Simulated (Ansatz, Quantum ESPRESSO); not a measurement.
**MgO (Periclase): the LO frequency by hand**

Wanted: the LO mode of MgO (Periclase) from the TO mode and the field response.

Program: Quantum ESPRESSO 8.0 development, patched. Level of theory: DFT LDA, scalar-relativistic, plane waves, PseudoDojo norm-conserving pseudopotentials. Results are calculated unless marked as measured.

The database entry behind the starting cell differs from later determinations by our own check (about 0.1 % long), so it need not match the best structure at ambient conditions.

**1. The relaxed structure**

Symmetry: Fm-3m, No. 225, cubic system. The conventional cell has a = 4.160 Å, b = 4.160 Å, c = 4.160 Å, α = 90.00°, β = 90.00°, γ = 90.00°. Nearest to Mg lie 6 O at 2.08 Å. O has 6 Mg at 2.08 Å nearest. Farther neighbours and most contacts between anions are not listed.

This is the cell after its relaxation at this level of theory, not the database cell from which that began.

**2. What the response run gave**

A linear-response run on the relaxed cell, with the response to an electric field; only its zone-centre results are used. Cutoff 84 Ry, k mesh 8×8×8.

What it wrote:

```text
[banners, grids, parts of the stress and lines that vanish by symmetry left out]
Program PHONON v.8.0dev
     Dynamical matrices for q-points given in input
     (   1q-points):
[...]
Exchange-correlation= PW
                           (   1   4   0   0   0   0   0)
[...]
kinetic-energy cut-off    =      84.0000  Ry
     charge density cut-off    =     336.0000  Ry
     convergence threshold     =      1.0E-18
[...]
Exchange-correlation= PW
                           (   1   4   0   0   0   0   0)
[...]
q = (   0.0000000   0.0000000   0.0000000 )
     49 Sym.Ops. (with q -> -q+G )
     G cutoff =  526.0551  (  12627 G-vectors)     FFT grid: ( 36, 36, 36)
     number of k points=    29
[...]
Mode symmetry, O_h (m-3m)  point group:
[...]
Dielectric constant
[...]
End of electric fields calculation
          Dielectric constant in cartesian axis
          (       3.174485893      -0.000000000       0.000000000 )
          (      -0.000000000       3.174485893       0.000000000 )
          (      -0.000000000       0.000000000       3.174485893 )
          Effective charges (d Force / dE) in cartesian axis without acoustic sum rule applied (asr)
           atom    1  Mg    Mean Z*:        1.97171
      Ex  (        1.97171       -0.00000        0.00000 )
      Ey  (        0.00000        1.97171       -0.00000 )
      Ez  (       -0.00000       -0.00000        1.97171 )
           atom    2  O     Mean Z*:       -1.97227
      Ex  (       -1.97227       -0.00000       -0.00000 )
      Ey  (       -0.00000       -1.97227        0.00000 )
      Ez  (       -0.00000        0.00000       -1.97227 )
          Effective charges Sum: Mean:       -0.00055
[...]
Effective charges (d Force / dE) in cartesian axis with asr applied:
           atom    1  Mg    Mean Z*:        1.97199
[...]
atom    2  O     Mean Z*:       -1.97199
[...]
Dielectric constant from finite-differences
          (       3.174381562       0.000000000      -0.000000000 )
          (       0.000000000       3.174381562       0.000000000 )
          (      -0.000000000      -0.000000000       3.174381562 )
[...]
(      -0.000000000      -0.000000000       0.000000000 )
          (      -0.000000000      -0.000000000      -0.000000000 )
          (       0.000000000       0.000000000       0.000000000 )
          (      -0.000000000      -0.000000000      -0.000000000 )
          (      -0.000000000      -0.000000000      -0.000000000 )
          (      -0.000000000       0.000000000      -0.000000000 )
          (      -0.000000000       0.000000000       0.000000000 )
          (      -0.000000000       0.000000000       0.000000000 )
[...]
(       0.000000000       0.000000000       0.000000000 )
          (       0.000000000       0.000000000      -0.000000000 )
          (       0.000000000       0.000000000       0.000000000 )
          (       0.000000000       0.000000000      -0.000000000 )
          (      -0.000000000      -0.000000000       0.000000000 )
[...]
Representation #   1 modes #   1   2   3
[...]
End of self-consistent calculation
     Convergence has been achieved
     Representation #   2 modes #   4   5   6
[...]
End of self-consistent calculation
     Convergence has been achieved
[...]
Dielectric constant in cartesian axis
          (       3.174485893      -0.000000000       0.000000000 )
          (      -0.000000000       3.174485893       0.000000000 )
          (      -0.000000000       0.000000000       3.174485893 )
          Effective charges (d Force / dE) in cartesian axis without acoustic sum rule applied (asr)
           atom    1  Mg    Mean Z*:        1.97171
      Ex  (        1.97171       -0.00000        0.00000 )
      Ey  (        0.00000        1.97171       -0.00000 )
      Ez  (       -0.00000       -0.00000        1.97171 )
           atom    2  O     Mean Z*:       -1.97227
      Ex  (       -1.97227       -0.00000       -0.00000 )
      Ey  (       -0.00000       -1.97227        0.00000 )
      Ez  (       -0.00000        0.00000       -1.97227 )
          Effective charges Sum: Mean:       -0.00055
[...]
Effective charges (d Force / dE) in cartesian axis with asr applied:
           atom    1  Mg    Mean Z*:        1.97199
[...]
atom    2  O     Mean Z*:       -1.97199
[...]
q = (    0.000000000   0.000000000   0.000000000 )
[...]
freq (    1) =       0.088988 [THz] =       2.968316 [cm-1]
     freq (    2) =       0.088988 [THz] =       2.968316 [cm-1]
     freq (    3) =       0.088988 [THz] =       2.968316 [cm-1]
     freq (    4) =      12.266431 [THz] =     409.164107 [cm-1]
     freq (    5) =      12.266431 [THz] =     409.164107 [cm-1]
     freq (    6) =      12.266431 [THz] =     409.164107 [cm-1]
[...]
Mode symmetry, O_h (m-3m)  point group:
     freq (   1-   3) =          3.0  [cm-1]   --> T_1u G_15  G_4- I
     freq (   4-   6) =        409.2  [cm-1]   --> T_1u G_15  G_4- I

   JOB DONE.
```

```csv
quantity,value
cell volume Ω (Å³),18.002
mass of Mg (u),24.305
mass of O (u),15.999
"Born charge of Mg, raw (e)",1.972
"Born charge of O, raw (e)",-1.972
ε∞,3.175
ω(TO) after the sum rule (cm⁻¹),409.2
```

**3. The calculation**

The charges must sum to zero over the cell; taking off their mean, 0.000 e, leaves Z* = 1.972 e on Mg. In the polar mode Mg moves against O, so the reduced mass is μ = 24.30 × 16.00 / 40.30 = 9.648 u.

A longitudinal wave builds up a field that adds to the restoring force: ω(LO)² = ω(TO)² + 4π Z*² / (μ Ω ε∞), in Hartree atomic units. With μ = 17587 electron masses and Ω = 121.48 bohr³ the second term is 7.2049e-06 Ha², or 347056 cm⁻² (1 Ha = 219474.6 cm⁻¹).

So ω(LO) = √(167412 + 347056) = 717.3 cm⁻¹, and by the Lyddane-Sachs-Teller relation ε₀ = ε∞ (ω(LO)/ω(TO))² = 9.76.

**4. Check against the program**

The analysis program adds the same non-analytic term to the full matrix, here for q along (1 0 0).

What it wrote:

```text
[banner, memory and clock lines left out]
Program DYNMAT v.8.0dev

     Reading Dynamical Matrix from file g.dyn
     ...Force constants read
     ...epsilon and Z* read
     ...Raman cross sections read

     Polarizability (A^3 units)
     multiply by 0.579768 for Clausius-Mossotti correction (not under assume_isolated = 'mt')
         3.115069   -0.000000   -0.000000
        -0.000000    3.115069    0.000000
         0.000000    0.000000    3.115069

     IR activities are in (D/A)^2/amu units

# mode   [cm-1]    [THz]      IR
    1     -0.00   -0.0000    0.0000
    2     -0.00   -0.0000    0.0000
    3      0.00    0.0000    0.0000
    4    409.16   12.2662    9.2990
    5    409.16   12.2662    9.2990
    6    717.26   21.5029    9.2990
```

ε₀ comes from the program's run without a direction of q.

```csv
quantity,by hand,program
ω(LO) (cm⁻¹),717.3,717.3
ε₀,9.76,9.76
```

**5. Results**

* TO mode: 409.2 cm⁻¹
* LO mode: 717.3 cm⁻¹
* static dielectric constant: 9.755

What this shows: The LO mode of MgO (Periclase) lies at 717 cm⁻¹, 308 cm⁻¹ above the TO mode; the formula meets the program within 0.1 cm⁻¹, as it must for a cubic crystal with one polar mode. ω(LO)² − ω(TO)² goes with Z*²/ε∞: an error of 5 % in ε∞ would move the LO mode by 11.6 cm⁻¹, and semilocal functionals tend to overestimate ε∞. These are harmonic values at zero temperature, at the volume of this functional, for the structure held cubic; stability elsewhere in the zone is no part of this calculation.

[Host names and launcher messages were left out of these logs when they were recorded.]

[Logs are printed without paths, hosts, clocks, repeated set-up lines and the standing remarks that a program may print on its own settings, such as how far it seeks lower states.]

[Hosts, paths, dates, database ids (printed as entryN), source tags and the programs' standing remarks are cut or masked in the printed files.]
